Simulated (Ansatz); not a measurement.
## Where V_Al puts its levels in the gap of AlN (F-43m)

Aim: at which Fermi levels does V_Al in AlN (F-43m) change its charge? The model is a cell of 54 host atoms with 1 Al taken out.

Main program and level: Ansatz 0.2.0; place-levels on r2SCAN runs: charge-transition levels and formation energies with image-charge correction and potential alignment at the atomic sites; PAW set soft_1.

**1. Starting point**

The cell holds 53 atoms: 26 Al and 27 N. Cell: a = 9.269 Å, b = 9.269 Å, c = 9.269 Å, α = 60.0°, β = 60.0°, γ = 60.0°. It derives from AlN (space group F-43m). Nearest the centre at fractional (0.333, 0.667, 0.667): N34 at 1.89 Å, N30 at 1.89 Å, N18 at 1.89 Å, N35 at 1.89 Å, Al23 at 3.09 Å, Al31 at 3.09 Å, Al5 at 3.09 Å, Al13 at 3.09 Å.

Structure file:

```xyz
53
Lattice="0.0000 6.5542 6.5542 6.5542 0.0000 6.5542 6.5542 6.5542 0.0000" Properties=species:S:1:pos:R:3 pbc="T T T"
Al    0.0000    0.0000    0.0000
N     1.0924    1.0924    1.0924
Al    2.1847    2.1847    0.0000
N     3.2771    3.2771    1.0924
Al    4.3695    4.3695    0.0000
N     5.4618    5.4618    1.0924
Al    2.1847    0.0000    2.1847
N     3.2771    1.0924    3.2771
Al    4.3695    2.1847    2.1847
N     5.4618    3.2771    3.2771
Al    6.5542    4.3695    2.1847
N     7.6466    5.4618    3.2771
Al    4.3695    0.0000    4.3695
N     5.4618    1.0924    5.4618
Al    6.5542    2.1847    4.3695
N     7.6466    3.2771    5.4618
Al    8.7389    4.3695    4.3695
N     9.8313    5.4618    5.4618
Al    0.0000    2.1847    2.1847
N     1.0924    3.2771    3.2771
Al    2.1847    4.3695    2.1847
N     3.2771    5.4618    3.2771
Al    4.3695    6.5542    2.1847
N     5.4618    7.6466    3.2771
Al    2.1847    2.1847    4.3695
N     3.2771    3.2771    5.4618
Al    4.3695    4.3695    4.3695
N     5.4618    5.4618    5.4618
Al    6.5542    6.5542    4.3695
N     7.6466    7.6466    5.4618
Al    4.3695    2.1847    6.5542
N     5.4618    3.2771    7.6466
Al    6.5542    4.3695    6.5542
N     7.6466    5.4618    7.6466
N     9.8313    7.6466    7.6466
Al    0.0000    4.3695    4.3695
N     1.0924    5.4618    5.4618
Al    2.1847    6.5542    4.3695
N     3.2771    7.6466    5.4618
Al    4.3695    8.7389    4.3695
N     5.4618    9.8313    5.4618
Al    2.1847    4.3695    6.5542
N     3.2771    5.4618    7.6466
Al    4.3695    6.5542    6.5542
N     5.4618    7.6466    7.6466
Al    6.5542    8.7389    6.5542
N     7.6466    9.8313    7.6466
Al    4.3695    4.3695    8.7389
N     5.4618    5.4618    9.8313
Al    6.5542    6.5542    8.7389
N     7.6466    7.6466    9.8313
Al    8.7389    8.7389    8.7389
N     9.8313    9.8313    9.8313
```

Known beforehand: the electronic dielectric constant, 4.64, and the static one, 8.51, computed on the host (DFPT, PBEsol, on the r2SCAN cell), and a cell off the functional's own equilibrium shifts the ionic part.

The cell's shortest repeat is 9.3 Å.

**2. The runs of each charge state**

A transition level is the Fermi level at which two charge states cost the same, so each charge needs its own total energy, at its own relaxed structure.

Each atom starts 0.05 Å or so off its site in a random direction: a symmetric start keeps its symmetry, and would miss off-centre moves and Jahn–Teller distortions. Forces are taken at one point at (¼, ¼, ¼). The cell holds 3 electrons more than the neutral one, with a uniform background that keeps it neutral on the whole.

The sampling was tested on the host first: at the k-points planned (1x1x1 shifted 0.25 0.25 0.25) its energy lies 0.045 eV an atom from the dense-mesh value, so the final energies take a denser sampling.

One of the inputs; charge, spin and start change from state to state.

qm3.relax/input.yaml reads:

```yaml
crystal:
  lattice:
    - [0.0, 6.55418986, 6.55418986]
    - [6.55418986, 0.0, 6.55418986]
    - [6.55418986, 6.55418986, 0.0]
  atoms:
    - { symbol: Al, position: [0.0, 0.0, 0.0] }
    - { symbol: "N", position: [0.08333333, 0.08333333, 0.08333333] }
    - { symbol: Al, position: [0.0, 0.0, 0.33333333] }
    - { symbol: "N", position: [0.08333333, 0.08333333, 0.41666667] }
    - { symbol: Al, position: [0.0, 0.0, 0.66666667] }
    - { symbol: "N", position: [0.08333333, 0.08333333, 0.75] }
    - { symbol: Al, position: [0.0, 0.33333333, 0.0] }
    - { symbol: "N", position: [0.08333333, 0.41666667, 0.08333333] }
    - { symbol: Al, position: [0.0, 0.33333333, 0.33333333] }
    - { symbol: "N", position: [0.08333333, 0.41666667, 0.41666667] }
    - { symbol: Al, position: [0.0, 0.33333333, 0.66666667] }
    - { symbol: "N", position: [0.08333333, 0.41666667, 0.75] }
    - { symbol: Al, position: [0.0, 0.66666667, 0.0] }
    - { symbol: "N", position: [0.08333333, 0.75, 0.08333333] }
    - { symbol: Al, position: [0.0, 0.66666667, 0.33333333] }
    - { symbol: "N", position: [0.08333333, 0.75, 0.41666667] }
    - { symbol: Al, position: [0.0, 0.66666667, 0.66666667] }
    - { symbol: "N", position: [0.08333333, 0.75, 0.75] }
    - { symbol: Al, position: [0.33333333, 0.0, 0.0] }
    - { symbol: "N", position: [0.41666667, 0.08333333, 0.08333333] }
    - { symbol: Al, position: [0.33333333, 0.0, 0.33333333] }
    - { symbol: "N", position: [0.41666667, 0.08333333, 0.41666667] }
    - { symbol: Al, position: [0.33333333, 0.0, 0.66666667] }
    - { symbol: "N", position: [0.41666667, 0.08333333, 0.75] }
    - { symbol: Al, position: [0.33333333, 0.33333333, 0.0] }
    - { symbol: "N", position: [0.41666667, 0.41666667, 0.08333333] }
    - { symbol: Al, position: [0.33333333, 0.33333333, 0.33333333] }
    - { symbol: "N", position: [0.41666667, 0.41666667, 0.41666667] }
    - { symbol: Al, position: [0.33333333, 0.33333333, 0.66666667] }
    - { symbol: "N", position: [0.41666667, 0.41666667, 0.75] }
    - { symbol: Al, position: [0.33333333, 0.66666667, 0.0] }
    - { symbol: "N", position: [0.41666667, 0.75, 0.08333333] }
    - { symbol: Al, position: [0.33333333, 0.66666667, 0.33333333] }
    - { symbol: "N", position: [0.41666667, 0.75, 0.41666667] }
    - { symbol: "N", position: [0.41666667, 0.75, 0.75] }
    - { symbol: Al, position: [0.66666667, 0.0, 0.0] }
    - { symbol: "N", position: [0.75, 0.08333333, 0.08333333] }
    - { symbol: Al, position: [0.66666667, 0.0, 0.33333333] }
    - { symbol: "N", position: [0.75, 0.08333333, 0.41666667] }
    - { symbol: Al, position: [0.66666667, 0.0, 0.66666667] }
    - { symbol: "N", position: [0.75, 0.08333333, 0.75] }
    - { symbol: Al, position: [0.66666667, 0.33333333, 0.0] }
    - { symbol: "N", position: [0.75, 0.41666667, 0.08333333] }
    - { symbol: Al, position: [0.66666667, 0.33333333, 0.33333333] }
    - { symbol: "N", position: [0.75, 0.41666667, 0.41666667] }
    - { symbol: Al, position: [0.66666667, 0.33333333, 0.66666667] }
    - { symbol: "N", position: [0.75, 0.41666667, 0.75] }
    - { symbol: Al, position: [0.66666667, 0.66666667, 0.0] }
    - { symbol: "N", position: [0.75, 0.75, 0.08333333] }
    - { symbol: Al, position: [0.66666667, 0.66666667, 0.33333333] }
    - { symbol: "N", position: [0.75, 0.75, 0.41666667] }
    - { symbol: Al, position: [0.66666667, 0.66666667, 0.66666667] }
    - { symbol: "N", position: [0.75, 0.75, 0.75] }
  host:
    repeats: [3, 3, 3]
    atoms:
      - { symbol: Al, position: [0.0, 0.0, 0.0] }
      - { symbol: "N", position: [0.25, 0.25, 0.25] }
total_charge: -3
basis:
  ecutwfc: 500
  xc_grid: 2
hamiltonian:
  xc: r2scan
  pseudopotentials: { kind: paw, azcp: { folder: soft_1 } }
kpoints:
  mp_grid: { grid: [1, 1, 1], shift: [0.25, 0.25, 0.25] }
scf:
  occupations: { method: fixed }
  max_iter: 100
output:
  forces: true
  charged_corrections:
    epsilon: 4.64
    static_epsilon: 8.51
    defect_position: [0.333333, 0.666667, 0.666667]
relax:
  f_tol: 0.02
  max_steps: 80
  random_displacement: { amplitude: 0.05, seed: 6626 }
checkpoint:
  write: "../qm3.relax.run"
  compress: false
  write_wavefunctions: true
  write_every: 100000
```

The run is started by

```sh
$ ansatz run input.yaml --threads 4 --pin off --max-ram 7536MiB --backend cpu --events-out ev --progress --plain --runs-dir out
```

Defect states can disperse in a cell of this size, so the energy is taken again at a 2×2×2 shifted mesh, on the relaxed structure.

The run of this state that the levels use, under r2SCAN:

qm3.point/input.yaml reads:

```yaml
crystal:
  checkpoint: "../qm3.relax.run"
  host: checkpoint
total_charge: -3
basis:
  ecutwfc: 500
  xc_grid: 2
hamiltonian:
  xc: r2scan
  pseudopotentials: { kind: paw, azcp: { folder: soft_1 } }
kpoints:
  mp_grid: { grid: [2, 2, 2], shift: [0.5, 0.5, 0.5] }
scf:
  occupations: { method: fermi_dirac, width: 0.01 }
  max_iter: 100
output:
  forces: true
  eigenvalues: true
  charged_corrections:
    epsilon: 4.64
    static_epsilon: 8.51
    defect_position: [0.333333, 0.666667, 0.666667]
  eigenstates: { localisation: true }
  populations: true
checkpoint:
  read: "../qm3.relax.run"
  write: "../qm3.point.run"
  compress: false
  write_wavefunctions: false
  write_every: 100000
```

Relaxations under r2SCAN at one point at (¼, ¼, ¼); times on 4 threads of Arm Neoverse V2, shared host:

| charge | moment (μB) | occupations | outcome | steps | largest displacement against the far atoms (Å) | time |
| --- | --- | --- | --- | --- | --- | --- |
| −3 | 0 | fixed | converged | 6 | 0.19 | 45 s |
| −2 | 1 | fixed | converged | 12 | 0.24 | 5.3 min |
| −1 | 0 | fixed | not converged | - | - | 50 s |
| −1 | 0 | fermi-dirac | converged | 7 | 0.23 | 89 s |
| −1 | 2 | fixed | converged | 8 | 0.22 | 2.7 min |
| 0 | 1 | fixed | converged | 6 | 0.27 | 1.8 min |
| 0 | 3 | fixed | converged | 5 | 0.24 | 82 s |
| +1 | 0 | fixed | not converged | 3 | - | 82 s |
| +1 | 0 | fermi-dirac | converged | 6 | 0.34 | 69 s |
| +1 | 2 | fixed | converged | 7 | 0.27 | 2.3 min |

Single points under r2SCAN at a 2×2×2 shifted mesh; times on 4 threads of Arm Neoverse V2, shared host:

| charge | moment (μB) | occupations | outcome | time |
| --- | --- | --- | --- | --- |
| −3 | 0 | fermi-dirac | converged | 39 s |
| −2 | 1 | fermi-dirac | converged | 1.9 min |
| −1 | 0 | fermi-dirac | converged | 52 s |
| −1 | 2 | fermi-dirac | converged | 1.9 min |
| 0 | 1 | fermi-dirac | converged | 2.2 min |
| 0 | 3 | fermi-dirac | converged | 1.7 min |
| +1 | 0 | fermi-dirac | converged | 46 s |
| +1 | 2 | fermi-dirac | converged | 1.8 min |

Distances (Å) from the ideal centre to the nearest atoms after relaxation with r2SCAN:

| charge | moment (μB) | 1. | 2. | 3. | 4. | 5. | 6. |
| --- | --- | --- | --- | --- | --- | --- | --- |
| −3 | 0 | N 2.07 | N 2.07 | N 2.07 | N 2.08 | Al 3.04 | Al 3.04 |
| −2 | 1 | N 2.06 | N 2.06 | N 2.07 | N 2.13 | Al 3.04 | Al 3.04 |
| −1 | 0 | N 2.07 | N 2.10 | N 2.13 | N 2.13 | Al 3.07 | Al 3.07 |
| −1 | 2 | N 2.04 | N 2.11 | N 2.11 | N 2.12 | Al 3.04 | Al 3.04 |
| 0 | 1 | N 2.09 | N 2.09 | N 2.13 | N 2.16 | Al 3.09 | Al 3.09 |
| 0 | 3 | N 2.10 | N 2.11 | N 2.11 | N 2.14 | Al 3.09 | Al 3.09 |
| +1 | 0 | N 2.11 | N 2.15 | N 2.21 | N 2.23 | Al 3.09 | Al 3.09 |
| +1 | 2 | N 2.15 | N 2.15 | N 2.16 | N 2.17 | Al 3.12 | Al 3.12 |

[end of part 1 of 2]

[Logs are printed without paths, hosts, clocks, repeated set-up lines and the standing remarks that a program may print on its own settings, such as how far it seeks lower states.]

[Hosts, paths, dates, database ids (printed as entryN), source tags and the programs' standing remarks are cut or masked in the printed files.]

[Where a table of states has a column of steps, it counts the stored structures, which are thinned; the runs took as many ionic steps or more.]

[A defect's name tells the site on which it was built; relaxed atoms can leave that site.]

[For some hosts the program warned that the k-mesh of the response run may be too coarse for force constants and the static dielectric constant; such warnings are not shown here.]
